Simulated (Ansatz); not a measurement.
## Lattice dynamics of TlBi (model cell, started as rocksalt type)

Wanted: phonon frequencies of TlBi (model cell, started as rocksalt type) and what follows from them.

Main program and level: Ansatz 0.2.0; DFT PBEsol, scalar-relativistic, plane waves, norm-conserving pseudopotentials.

This is a report of a sequence of runs, with most program output left out.

The structure was built from a prototype and need not be the compound's stable phase.

## (1) Set-up

The structure is cubic, space group Fm-3m (No. 225). The conventional cell has a = 6.370 Å, b = 6.370 Å, c = 6.370 Å, α = 90.00°, β = 90.00°, γ = 90.00°. Nearest to Tl lie 6 Bi at 3.19 Å. Bi has 6 Tl at 3.19 Å nearest. Farther neighbours are not listed.

## (2) Bringing the structure to rest

Harmonic phonons are second derivatives at a point where the forces vanish, and they are wanted at zero stress, so atoms and cell are relaxed first.

input.yaml reads:

```yaml
crystal:
  lattice:
    - [0.0, 3.185, 3.185]
    - [3.185, 0.0, 3.185]
    - [3.185, 3.185, 0.0]
  atoms:
    - { symbol: Tl, position: [0.0, 0.0, 0.0] }
    - { symbol: Bi, position: [0.5, 0.5, 0.5] }
kpoints:
  mp_grid: { grid: [10, 10, 10] }
hamiltonian:
  xc: pbesol
  pseudopotentials: { kind: nc }
scf:
  occupations: { method: gaussian, width: 0.1 }
output:
  forces: true
  stress: true
  eigenvalues: true
relax:
  adjacent_minimum: "off"
  f_tol: 0.005
  max_steps: 80
  cell: { stress_tol: 0.05 }
```

Run with:

```console
$ ansatz run input.yaml --threads 4 --pin off --max-ram 7168MiB --backend cpu --events-out ev --progress --plain --runs-dir out
```

Wall time 7 s (4 threads of Arm Neoverse V2, shared host); peak memory 0.49 GiB; 27 s of CPU time.

Relaxation path:

```csv
step,energy less that of the first step (eV),largest force component (eV/Å),pressure (GPa),volume (Å³)
1,0.0000,0.0000,-1.30,64.62
2,-0.0080,0.0000,0.35,62.18
3,-0.0085,0.0000,-0.02,62.69
4*,-0.0082,0.0000,-0.03,62.69
```

Relaxation steps marked * repeat the geometry before them on a plane-wave basis chosen anew for their cell, so energy and pressure can jump there.

The run keeps the 48 symmetry operations that it works with, so distortions that break them were not tested.

```csv
"conventional cell, symmetrised",before,after,change
a (Å),6.370,6.306,-1.0 %
b (Å),6.370,6.306,-1.0 %
c (Å),6.370,6.306,-1.0 %
volume (Å³/atom),32.31,31.34,-3.0 %
```

The relaxed structure:

```xyz
2
Lattice="0.0000 3.1530 3.1530 3.1530 0.0000 3.1530 3.1530 3.1530 0.0000" Properties=species:S:1:pos:R:3 pbc="T T T"
Tl    0.0000    0.0000    0.0000
Bi    3.1530    3.1530    3.1530
```

This step gave:

* pressure: -0.03349 GPa
* volume per atom: 31.34 Å³
* gap on the k-mesh: 0 eV

In this step the volume went from 32.31 to 31.34 Å³/atom.

## (3) Tight relaxation

Phonons need a cell at rest on their own settings, so the relaxation is repeated with tight tolerances on forces and stress on the k mesh and occupations of the first response run.

input.yaml, the sections that differ from step 2:

```yaml
crystal:
  lattice:
    - [0.0, 3.1529859707, 3.1529859707]
    - [3.1529859707, 0.0, 3.1529859707]
    - [3.1529859707, 3.1529859707, 0.0]
  atoms:
    - { symbol: Tl, position: [0.0, 0.0, 0.0] }
    - { symbol: Bi, position: [0.5, 0.5, 0.5] }
kpoints:
  mp_grid: { grid: [12, 12, 12] }
scf:
  occupations: { method: methfessel_paxton, width: 0.15 }
relax:
  adjacent_minimum: "off"
  f_tol: 0.001
  max_steps: 60
  cell: { stress_tol: 0.01 }
# hamiltonian, output: as in step 2
```

Wall time 10 s (4 threads); peak memory 0.53 GiB.

Little changed from the start: no atom moved by 0.005 Å and no cell edge by 0.1 %.

This step gave:

```yaml
pressure: -0.001277 GPa
volume_per_atom: 31.27 Å³
```

The forces vanish by symmetry and the pressure is -0.001 GPa, within the tolerances set. The cell now holds 31.27 Å³/atom.

## (4) Linear response at the zone centre

The zone centre comes first: it holds the modes that light can see, as far as symmetry allows. No field response is asked, since the mesh shows no gap.

input.yaml, the sections that differ from step 3:

```yaml
crystal:
  lattice:
    - [0.0, 3.1503913009, 3.1503913009]
    - [3.1503913009, 0.0, 3.1503913009]
    - [3.1503913009, 3.1503913009, 0.0]
  atoms:
    - { symbol: Tl, position: [0.0, 0.0, 0.0] }
    - { symbol: Bi, position: [0.5, 0.5, 0.5] }
output:
  eigenvalues: true
phonons:
  method: dfpt
# kpoints, hamiltonian, scf: as in step 3
# relax: removed
```

It took 30 s on 4 threads; peak memory 1.8 GiB; 2 min of CPU time.

This step gave:

```
sum-rule residual before enforcement                    : 1.23e-4 eV/Å²
point group                                             : m-3m
highest optical mode at the zone centre (no LO-TO term) : 82.1 cm⁻¹
lowest optical zone-centre mode                         : 82.1 cm⁻¹
```

Patterns of degenerate modes are one choice out of their space. Modes at Γ, with each element's share of the kinetic energy:

```csv
mode,frequency (cm⁻¹),symmetry,Tl %,Bi %
1,0.0,acoustic,49,51
2,0.0,acoustic,49,51
3,0.0,acoustic,49,51
4,82.1,T1u,51,49
5,82.1,T1u,51,49
6,82.1,T1u,51,49
```

Displacements in mode 4 (82.1 cm⁻¹), the largest set to 1:
```
Tl1  0.00  0.08  1.00
Bi2  0.00 -0.08 -0.98
```

Before it was imposed, the acoustic sum rule was missed by 1.2e-4 eV/Å². Small misses are needed for a sound result but don't prove that mesh and cutoff are converged. The lowest optical mode is real, 82.1 cm⁻¹.

## (5) Phonons on a q mesh

Stability and thermal properties need the whole zone. Linear response on a 4×4×4 q mesh gives force constants as far as a supercell of that size would.

Changes to input.yaml since step 4:

```diff
@@ -19 +19,8 @@
   method: dfpt
+  qmesh: [4, 4, 4]
+  temperatures: { t_max: 1000, t_step: 50 }
+  qpath:
+    path:
+      - [[0.0, 0.0, 0.0], [0.5, 0.0, 0.5], [0.625, 0.25, 0.625]]
+      - [[0.375, 0.375, 0.75], [0.0, 0.0, 0.0], [0.5, 0.5, 0.5], [0.5, 0.25, 0.75], [0.5, 0.0, 0.5]]
+    npoints: 10
```

Elapsed: 12 min, on 4 threads; peak memory 5.2 GiB.

The run ended with an error after its SCF cycle had converged; no result of it is taken.

The program's message: “memory limit exceeded: the `dfpt response` phase needs 7.85 GiB against the run's memory maximum of 7.00 GiB; largest carriers: scf state 3.54 GiB, retained responses 1.43 GiB, fixed right-hand sides …”

## (6) Another isotope

An isotope changes the mass and not the force constants, so no new electronic calculation is needed; the shifts show which modes move this element.

The same force constants with the mass of Tl changed from 204.380 to 202.972 u (phonopy, no LO-TO term). Both lists are sorted by frequency; levels can cross, so a row need not hold one and the same mode. Modes under 3 cm⁻¹ are left out. Isotope shifts, by row:

```csv
q,rank,natural mass (cm⁻¹),changed mass (cm⁻¹)
0 0 0,4,82.1,82.24
0 0 0,5,82.1,82.24
0 0 0,6,82.1,82.24
```

A mode of this element alone would shift by +0.35 %. The highest zone-centre frequency without the field goes from 82.1 to 82.2 cm⁻¹ (+0.2 %). The product of the frequency ratios over all optical modes at Γ is 1.005; the product rule, (m/m′)^(3k/2) (M′/M)^(3/2) with k = 1 such atoms and M the mass of the cell, gives 1.005.

## (7) What came out

| Quantity | Value |
| --- | --- |
| space group after relaxation (within 0.01 Å) | Fm-3m |
| volume per atom | 31.3 Å³ |
| electronic character | no gap on this mesh |
| highest optical mode at the zone centre (no LO-TO term) | 82.1 cm⁻¹ |
| lowest optical zone-centre mode | 82.1 cm⁻¹ |
| imaginary modes at Γ (the only wavevector solved) | none |

In words: The structure is stable against zone-centre distortions, since no mode there is imaginary; other wavevectors were not solved, so zone-boundary instabilities are untested. The optical modes at Γ form one degenerate level at 82 cm⁻¹. No dispersion was computed. With no gap, or one that is small against the smearing, the frequencies hang on the k mesh and the smearing, most of all near Kohn anomalies. Spin-orbit coupling is left out, which can matter for the heavy elements here. The starting cell was built on a prototype and not taken from a measurement, so the phase need not exist. These are harmonic frequencies at zero temperature: anharmonic shifts, linewidths and thermal expansion are left out.

[Logs are printed without paths, hosts, clocks, repeated set-up lines and the standing remarks that a program may print on its own settings, such as how far it seeks lower states.]

[Hosts, paths, dates, database ids (printed as entryN), source tags and the programs' standing remarks are cut or masked in the printed files.]
